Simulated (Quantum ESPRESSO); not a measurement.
# MnSe: cost and accuracy of the plane-wave cutoff, part 2 of 3

Aim: see how far moments and order energies of MnSe move with the plane-wave cutoff, and what each rung costs.

Quantum ESPRESSO 7.5; LDA with U = 4 eV on Mn d (ortho-atomic projectors); plane waves with GBRV 1.5 LDA potentials, no spin-orbit coupling (settings of the first rung).

So far, largest spin moment in the atom's sphere (μB): step 2 (rung 1, start ferro +) 4.50; step 3 (rung 1, start antiferro q=(0,1/2,1/2) +-) 4.45; step 4 (rung 2, start ferro +) 4.53; step 5 (rung 2, start antiferro q=(0,1/2,1/2) +-) 4.50.

The database entry behind the starting cell differs from later determinations by our own check (about 0.4 % short), so it need not match the best structure at ambient conditions.

## 6. Rung 3, start ferro +

pw.in

```
&CONTROL
  calculation = 'scf'
  prefix = 'pwscf'
  outdir = './tmp'
  pseudo_dir = './pseudo'
  disk_io = 'nowf'
  tprnfor = .true.
  tstress = .true.
/
&SYSTEM
  ibrav = 0
  nat = 2
  ntyp = 2
  ecutwfc = 32
  ecutrho = 224
  nbnd = 19
  occupations = 'smearing'
  smearing = 'fd'
  degauss = 0.00734986
  nspin = 2
  starting_magnetization(1) = 0.3
  starting_magnetization(2) = 0
/
&ELECTRONS
  conv_thr = 4d-09
  electron_maxstep = 150
  mixing_beta = 0.3
/
ATOMIC_SPECIES
Mn     54.9380 mn_lda_v1.5.uspp.F.UPF
Se     78.9710 se_lda_v1.uspp.F.UPF
CELL_PARAMETERS angstrom
   0.0000000000    2.7200000000    2.7200000000
   2.7200000000    0.0000000000    2.7200000000
   2.7200000000    2.7200000000    0.0000000000
ATOMIC_POSITIONS crystal
Mn      0.0000000000    0.0000000000    0.0000000000
Se      0.5000000000    0.5000000000    0.5000000000
K_POINTS automatic
8 8 8 0 0 0
HUBBARD {ortho-atomic}
U Mn-3d 4.0000
```

Command:

```console
$ OMP_NUM_THREADS=1 mpirun -n 2 pw.x -nk 2 -in pw.in > pw.out
```

The log of the run:

```text
     [... lines left out ...]
Program PWSCF v.7.5 starts
     [... lines left out ...]
     number of atoms/cell      =            2
     [... lines left out ...]
     number of electrons       =        21.00
     number of Kohn-Sham states=           19
     kinetic-energy cutoff     =      32.0000  Ry
     charge density cutoff     =     224.0000  Ry
     scf convergence threshold =      4.0E-09
     [... lines left out ...]
     48 Sym. Ops., with inversion, found
     [... lines left out ...]
     number of k points=    29  Fermi-Dirac smearing, width (Ry)=  0.0073
     [... lines left out ...]
     iteration # 10     ecut=    32.00 Ry     beta= 0.30
     [... lines left out ...]
     Magnetic moment per site  (integrated on atomic sphere of radius R)
     atom   1 (R=0.292)  charge= 13.3190  magn=  4.5329
     atom   2 (R=0.292)  charge=  4.4022  magn=  0.1052
     [... lines left out ...]
     Tr[ns(  1)] (up, down, total) =   4.97358  0.28325  5.25683
     [... lines left out ...]
     the Fermi energy is     9.5595 ev
!    total energy              =    -254.31301649 Ry
     estimated scf accuracy    <          2.8E-09 Ry
     smearing contrib. (-TS)   =      -0.00018785 Ry
     [... lines left out ...]
     total magnetization       =     5.00 Bohr mag/cell
     absolute magnetization    =     5.00 Bohr mag/cell
     convergence has been achieved in  10 iterations
     [... lines left out ...]
     Total force =     0.000000     Total SCF correction =     0.000000
     [... lines left out ...]
          total   stress  (Ry/bohr**3)                   (kbar)     P=      -60.30
     [... lines left out ...]
```

It took 10 s on 2 MPI ranks of Intel Xeon 6975P-C (Granite Rapids), shared host; peak memory 0.2 GiB.

Numbers from this step:

```yaml
magnetization: 5 μB
final_state: ferromagnetic
largest_moment: 4.533 μB
```

## 7. Rung 3, start antiferro q=(0,1/2,1/2) +-

pw.in

```
&CONTROL
  calculation = 'scf'
  prefix = 'pwscf'
  outdir = './tmp'
  pseudo_dir = './pseudo'
  disk_io = 'nowf'
  tprnfor = .true.
  tstress = .true.
/
&SYSTEM
  ibrav = 0
  nat = 4
  ntyp = 3
  ecutwfc = 32
  ecutrho = 224
  nbnd = 30
  occupations = 'smearing'
  smearing = 'fd'
  degauss = 0.00734986
  nspin = 2
  starting_magnetization(1) = 0.3
  starting_magnetization(2) = -0.3
  starting_magnetization(3) = 0
/
&ELECTRONS
  conv_thr = 8d-09
  electron_maxstep = 150
  mixing_beta = 0.3
/
ATOMIC_SPECIES
Mn1    54.9380 mn_lda_v1.5.uspp.F.UPF
Mn2    54.9380 mn_lda_v1.5.uspp.F.UPF
Se     78.9710 se_lda_v1.uspp.F.UPF
CELL_PARAMETERS angstrom
   0.0000000000    2.7200000000    2.7200000000
   5.4400000000    0.0000000000    5.4400000000
   5.4400000000    2.7200000000    2.7200000000
ATOMIC_POSITIONS crystal
Mn1     0.0000000000    0.0000000000    0.0000000000
Mn2     0.0000000000    0.5000000000    0.0000000000
Se      0.5000000000    0.0000000000    0.5000000000
Se      0.5000000000    0.5000000000    0.5000000000
K_POINTS automatic
8 4 8 0 0 0
HUBBARD {ortho-atomic}
U Mn1-3d 4.0000
U Mn2-3d 4.0000
```

The log of the run:

```text
     [... lines left out ...]
Program PWSCF v.7.5 starts
     [... lines left out ...]
     number of atoms/cell      =            4
     [... lines left out ...]
     number of electrons       =        42.00
     number of Kohn-Sham states=           30
     kinetic-energy cutoff     =      32.0000  Ry
     charge density cutoff     =     224.0000  Ry
     scf convergence threshold =      8.0E-09
     [... lines left out ...]
     16 Sym. Ops., with inversion, found
     [... lines left out ...]
     number of k points=    39  Fermi-Dirac smearing, width (Ry)=  0.0073
     [... lines left out ...]
     iteration # 13     ecut=    32.00 Ry     beta= 0.30
     [... lines left out ...]
     Magnetic moment per site  (integrated on atomic sphere of radius R)
     atom   1 (R=0.292)  charge= 13.3207  magn=  4.5035
     atom   2 (R=0.292)  charge= 13.3207  magn= -4.5035
     atom   3 (R=0.292)  charge=  4.4010  magn= -0.0326
     atom   4 (R=0.292)  charge=  4.4010  magn=  0.0326
     [... lines left out ...]
     Tr[ns(  1)] (up, down, total) =   4.97065  0.29391  5.26456
     [... lines left out ...]
     Tr[ns(  2)] (up, down, total) =   0.29391  4.97065  5.26456
     [... lines left out ...]
     the Fermi energy is     9.5102 ev
!    total energy              =    -508.62757205 Ry
     estimated scf accuracy    <          2.2E-09 Ry
     smearing contrib. (-TS)   =      -0.00024773 Ry
     [... lines left out ...]
     total magnetization       =    -0.00 Bohr mag/cell
     absolute magnetization    =     9.66 Bohr mag/cell
     convergence has been achieved in  13 iterations
     [... lines left out ...]
     Total force =     0.000000     Total SCF correction =     0.000000
     [... lines left out ...]
          total   stress  (Ry/bohr**3)                   (kbar)     P=      -64.76
     [... lines left out ...]
```

Wall time 58 s (2 MPI ranks); peak memory 0.35 GiB.

Read from the output:

```yaml
magnetization: 0 μB
final_state: antiferromagnetic
largest_moment: 4.503 μB
```

## 8. Rung 4, start ferro +

pw.in

```
&CONTROL
  calculation = 'scf'
  prefix = 'pwscf'
  outdir = './tmp'
  pseudo_dir = './pseudo'
  disk_io = 'nowf'
  tprnfor = .true.
  tstress = .true.
/
&SYSTEM
  ibrav = 0
  nat = 2
  ntyp = 2
  ecutwfc = 40
  ecutrho = 280
  nbnd = 19
  occupations = 'smearing'
  smearing = 'fd'
  degauss = 0.00734986
  nspin = 2
  starting_magnetization(1) = 0.3
  starting_magnetization(2) = 0
/
&ELECTRONS
  conv_thr = 4d-09
  electron_maxstep = 150
  mixing_beta = 0.3
/
ATOMIC_SPECIES
Mn     54.9380 mn_lda_v1.5.uspp.F.UPF
Se     78.9710 se_lda_v1.uspp.F.UPF
CELL_PARAMETERS angstrom
   0.0000000000    2.7200000000    2.7200000000
   2.7200000000    0.0000000000    2.7200000000
   2.7200000000    2.7200000000    0.0000000000
ATOMIC_POSITIONS crystal
Mn      0.0000000000    0.0000000000    0.0000000000
Se      0.5000000000    0.5000000000    0.5000000000
K_POINTS automatic
8 8 8 0 0 0
HUBBARD {ortho-atomic}
U Mn-3d 4.0000
```

The log of the run:

```text
     [... lines left out ...]
Program PWSCF v.7.5 starts
     [... lines left out ...]
     number of atoms/cell      =            2
     [... lines left out ...]
     number of electrons       =        21.00
     number of Kohn-Sham states=           19
     kinetic-energy cutoff     =      40.0000  Ry
     charge density cutoff     =     280.0000  Ry
     scf convergence threshold =      4.0E-09
     [... lines left out ...]
     48 Sym. Ops., with inversion, found
     [... lines left out ...]
     number of k points=    29  Fermi-Dirac smearing, width (Ry)=  0.0073
     [... lines left out ...]
     iteration # 11     ecut=    40.00 Ry     beta= 0.30
     [... lines left out ...]
     Magnetic moment per site  (integrated on atomic sphere of radius R)
     atom   1 (R=0.292)  charge= 13.3190  magn=  4.5333
     atom   2 (R=0.292)  charge=  4.4031  magn=  0.1050
     [... lines left out ...]
     Tr[ns(  1)] (up, down, total) =   4.97312  0.28248  5.25560
     [... lines left out ...]
     the Fermi energy is     9.5636 ev
!    total energy              =    -254.32023660 Ry
     estimated scf accuracy    <          2.4E-09 Ry
     smearing contrib. (-TS)   =      -0.00018940 Ry
     [... lines left out ...]
     total magnetization       =     5.00 Bohr mag/cell
     absolute magnetization    =     5.00 Bohr mag/cell
     convergence has been achieved in  11 iterations
     [... lines left out ...]
     Total force =     0.000000     Total SCF correction =     0.000000
     [... lines left out ...]
          total   stress  (Ry/bohr**3)                   (kbar)     P=      -13.26
     [... lines left out ...]
```

It took 10 s on 2 MPI ranks; peak memory 0.23 GiB; 20 s of CPU time.

Read from the output:

| Quantity | Value |
| --- | --- |
| magnetization | 5 μB |
| final state | ferromagnetic |
| largest moment | 4.533 μB |

## 9. Rung 4, start antiferro q=(0,1/2,1/2) +-

pw.in

```
&CONTROL
  calculation = 'scf'
  prefix = 'pwscf'
  outdir = './tmp'
  pseudo_dir = './pseudo'
  disk_io = 'nowf'
  tprnfor = .true.
  tstress = .true.
/
&SYSTEM
  ibrav = 0
  nat = 4
  ntyp = 3
  ecutwfc = 40
  ecutrho = 280
  nbnd = 30
  occupations = 'smearing'
  smearing = 'fd'
  degauss = 0.00734986
  nspin = 2
  starting_magnetization(1) = 0.3
  starting_magnetization(2) = -0.3
  starting_magnetization(3) = 0
/
&ELECTRONS
  conv_thr = 8d-09
  electron_maxstep = 150
  mixing_beta = 0.3
/
ATOMIC_SPECIES
Mn1    54.9380 mn_lda_v1.5.uspp.F.UPF
Mn2    54.9380 mn_lda_v1.5.uspp.F.UPF
Se     78.9710 se_lda_v1.uspp.F.UPF
CELL_PARAMETERS angstrom
   0.0000000000    2.7200000000    2.7200000000
   5.4400000000    0.0000000000    5.4400000000
   5.4400000000    2.7200000000    2.7200000000
ATOMIC_POSITIONS crystal
Mn1     0.0000000000    0.0000000000    0.0000000000
Mn2     0.0000000000    0.5000000000    0.0000000000
Se      0.5000000000    0.0000000000    0.5000000000
Se      0.5000000000    0.5000000000    0.5000000000
K_POINTS automatic
8 4 8 0 0 0
HUBBARD {ortho-atomic}
U Mn1-3d 4.0000
U Mn2-3d 4.0000
```

The log of the run:

```text
     [... lines left out ...]
Program PWSCF v.7.5 starts
     [... lines left out ...]
     number of atoms/cell      =            4
     [... lines left out ...]
     number of electrons       =        42.00
     number of Kohn-Sham states=           30
     kinetic-energy cutoff     =      40.0000  Ry
     charge density cutoff     =     280.0000  Ry
     scf convergence threshold =      8.0E-09
     [... lines left out ...]
     16 Sym. Ops., with inversion, found
     [... lines left out ...]
     number of k points=    39  Fermi-Dirac smearing, width (Ry)=  0.0073
     [... lines left out ...]
     iteration # 13     ecut=    40.00 Ry     beta= 0.30
     [... lines left out ...]
     Magnetic moment per site  (integrated on atomic sphere of radius R)
     atom   1 (R=0.292)  charge= 13.3200  magn=  4.5034
     atom   2 (R=0.292)  charge= 13.3200  magn= -4.5034
     atom   3 (R=0.292)  charge=  4.4006  magn= -0.0325
     atom   4 (R=0.292)  charge=  4.4006  magn=  0.0325
     [... lines left out ...]
     Tr[ns(  1)] (up, down, total) =   4.97016  0.29318  5.26334
     [... lines left out ...]
     Tr[ns(  2)] (up, down, total) =   0.29318  4.97016  5.26334
     [... lines left out ...]
     the Fermi energy is     9.5139 ev
!    total energy              =    -508.64203053 Ry
     estimated scf accuracy    <          1.7E-09 Ry
     smearing contrib. (-TS)   =      -0.00025113 Ry
     [... lines left out ...]
     total magnetization       =    -0.00 Bohr mag/cell
     absolute magnetization    =     9.66 Bohr mag/cell
     convergence has been achieved in  13 iterations
     [... lines left out ...]
     Total force =     0.000000     Total SCF correction =     0.000000
     [... lines left out ...]
          total   stress  (Ry/bohr**3)                   (kbar)     P=      -17.75
     [... lines left out ...]
```

The job ended after 76 s (2 MPI ranks; peak memory 0.4 GiB).

Numbers from this step:

| Quantity | Value |
| --- | --- |
| magnetization | 0 μB |
| final state | antiferromagnetic |
| largest moment | 4.503 μB |

## 10. Rung 5, start ferro +

pw.in

```
&CONTROL
  calculation = 'scf'
  prefix = 'pwscf'
  outdir = './tmp'
  pseudo_dir = './pseudo'
  disk_io = 'nowf'
  tprnfor = .true.
  tstress = .true.
/
&SYSTEM
  ibrav = 0
  nat = 2
  ntyp = 2
  ecutwfc = 56
  ecutrho = 392
  nbnd = 19
  occupations = 'smearing'
  smearing = 'fd'
  degauss = 0.00734986
  nspin = 2
  starting_magnetization(1) = 0.3
  starting_magnetization(2) = 0
/
&ELECTRONS
  conv_thr = 4d-09
  electron_maxstep = 150
  mixing_beta = 0.3
/
ATOMIC_SPECIES
Mn     54.9380 mn_lda_v1.5.uspp.F.UPF
Se     78.9710 se_lda_v1.uspp.F.UPF
CELL_PARAMETERS angstrom
   0.0000000000    2.7200000000    2.7200000000
   2.7200000000    0.0000000000    2.7200000000
   2.7200000000    2.7200000000    0.0000000000
ATOMIC_POSITIONS crystal
Mn      0.0000000000    0.0000000000    0.0000000000
Se      0.5000000000    0.5000000000    0.5000000000
K_POINTS automatic
8 8 8 0 0 0
HUBBARD {ortho-atomic}
U Mn-3d 4.0000
```

The log of the run:

```text
     [... lines left out ...]
Program PWSCF v.7.5 starts
     [... lines left out ...]
     number of atoms/cell      =            2
     [... lines left out ...]
     number of electrons       =        21.00
     number of Kohn-Sham states=           19
     kinetic-energy cutoff     =      56.0000  Ry
     charge density cutoff     =     392.0000  Ry
     scf convergence threshold =      4.0E-09
     [... lines left out ...]
     48 Sym. Ops., with inversion, found
     [... lines left out ...]
     number of k points=    29  Fermi-Dirac smearing, width (Ry)=  0.0073
     [... lines left out ...]
     iteration # 11     ecut=    56.00 Ry     beta= 0.30
     [... lines left out ...]
     Magnetic moment per site  (integrated on atomic sphere of radius R)
     atom   1 (R=0.292)  charge= 13.3191  magn=  4.5336
     atom   2 (R=0.292)  charge=  4.4025  magn=  0.1050
     [... lines left out ...]
     Tr[ns(  1)] (up, down, total) =   4.97317  0.28251  5.25567
     [... lines left out ...]
     the Fermi energy is     9.5626 ev
!    total energy              =    -254.32099957 Ry
     estimated scf accuracy    <          1.9E-09 Ry
     smearing contrib. (-TS)   =      -0.00018910 Ry
     [... lines left out ...]
     total magnetization       =     5.00 Bohr mag/cell
     absolute magnetization    =     5.00 Bohr mag/cell
     convergence has been achieved in  11 iterations
     [... lines left out ...]
     Total force =     0.000000     Total SCF correction =     0.000000
     [... lines left out ...]
          total   stress  (Ry/bohr**3)                   (kbar)     P=      -13.01
     [... lines left out ...]
```

Wall time 24 s (2 MPI ranks); peak memory 0.3 GiB.

Numbers from this step:

- magnetization: 5 μB
- final state: ferromagnetic
- largest moment: 4.534 μB

## 11. Rung 5, start antiferro q=(0,1/2,1/2) +-

pw.in

```
&CONTROL
  calculation = 'scf'
  prefix = 'pwscf'
  outdir = './tmp'
  pseudo_dir = './pseudo'
  disk_io = 'nowf'
  tprnfor = .true.
  tstress = .true.
/
&SYSTEM
  ibrav = 0
  nat = 4
  ntyp = 3
  ecutwfc = 56
  ecutrho = 392
  nbnd = 30
  occupations = 'smearing'
  smearing = 'fd'
  degauss = 0.00734986
  nspin = 2
  starting_magnetization(1) = 0.3
  starting_magnetization(2) = -0.3
  starting_magnetization(3) = 0
/
&ELECTRONS
  conv_thr = 8d-09
  electron_maxstep = 150
  mixing_beta = 0.3
/
ATOMIC_SPECIES
Mn1    54.9380 mn_lda_v1.5.uspp.F.UPF
Mn2    54.9380 mn_lda_v1.5.uspp.F.UPF
Se     78.9710 se_lda_v1.uspp.F.UPF
CELL_PARAMETERS angstrom
   0.0000000000    2.7200000000    2.7200000000
   5.4400000000    0.0000000000    5.4400000000
   5.4400000000    2.7200000000    2.7200000000
ATOMIC_POSITIONS crystal
Mn1     0.0000000000    0.0000000000    0.0000000000
Mn2     0.0000000000    0.5000000000    0.0000000000
Se      0.5000000000    0.0000000000    0.5000000000
Se      0.5000000000    0.5000000000    0.5000000000
K_POINTS automatic
8 4 8 0 0 0
HUBBARD {ortho-atomic}
U Mn1-3d 4.0000
U Mn2-3d 4.0000
```

The log of the run:

```text
     [... lines left out ...]
Program PWSCF v.7.5 starts
     [... lines left out ...]
     number of atoms/cell      =            4
     [... lines left out ...]
     number of electrons       =        42.00
     number of Kohn-Sham states=           30
     kinetic-energy cutoff     =      56.0000  Ry
     charge density cutoff     =     392.0000  Ry
     scf convergence threshold =      8.0E-09
     [... lines left out ...]
     16 Sym. Ops., with inversion, found
     [... lines left out ...]
     number of k points=    39  Fermi-Dirac smearing, width (Ry)=  0.0073
     [... lines left out ...]
     iteration # 13     ecut=    56.00 Ry     beta= 0.30
     [... lines left out ...]
     Magnetic moment per site  (integrated on atomic sphere of radius R)
     atom   1 (R=0.292)  charge= 13.3205  magn=  4.5038
     atom   2 (R=0.292)  charge= 13.3205  magn= -4.5038
     atom   3 (R=0.292)  charge=  4.4007  magn= -0.0325
     atom   4 (R=0.292)  charge=  4.4007  magn=  0.0325
     [... lines left out ...]
     Tr[ns(  1)] (up, down, total) =   4.97021  0.29319  5.26340
     [... lines left out ...]
     Tr[ns(  2)] (up, down, total) =   0.29319  4.97021  5.26340
     [... lines left out ...]
     the Fermi energy is     9.5130 ev
!    total energy              =    -508.64354901 Ry
     estimated scf accuracy    <          2.3E-09 Ry
     smearing contrib. (-TS)   =      -0.00025059 Ry
     [... lines left out ...]
     total magnetization       =    -0.00 Bohr mag/cell
     absolute magnetization    =     9.66 Bohr mag/cell
     convergence has been achieved in  13 iterations
     [... lines left out ...]
     Total force =     0.000000     Total SCF correction =     0.000000
     [... lines left out ...]
          total   stress  (Ry/bohr**3)                   (kbar)     P=      -17.57
     [... lines left out ...]
```

Elapsed: 2.3 min, on 2 MPI ranks; peak memory 0.64 GiB.

Read from the output:

```yaml
magnetization: 0 μB
final_state: antiferromagnetic
largest_moment: 4.504 μB
```

(Continued in part 3 of 3.)

[Logs and program files are shortened in this print: banners, set-up blocks, solver, clock and traceback lines can be left out without a mark of their own.]

[Logs are printed without paths, hosts, clocks, repeated set-up lines and the standing remarks that a program may print on its own settings, such as how far it seeks lower states.]

[Hosts, paths, dates, database ids (printed as entryN), source tags and the programs' standing remarks are cut or masked in the printed files.]

[Where a cell is said to come from a database of computed structures, the database is the Materials Project.]
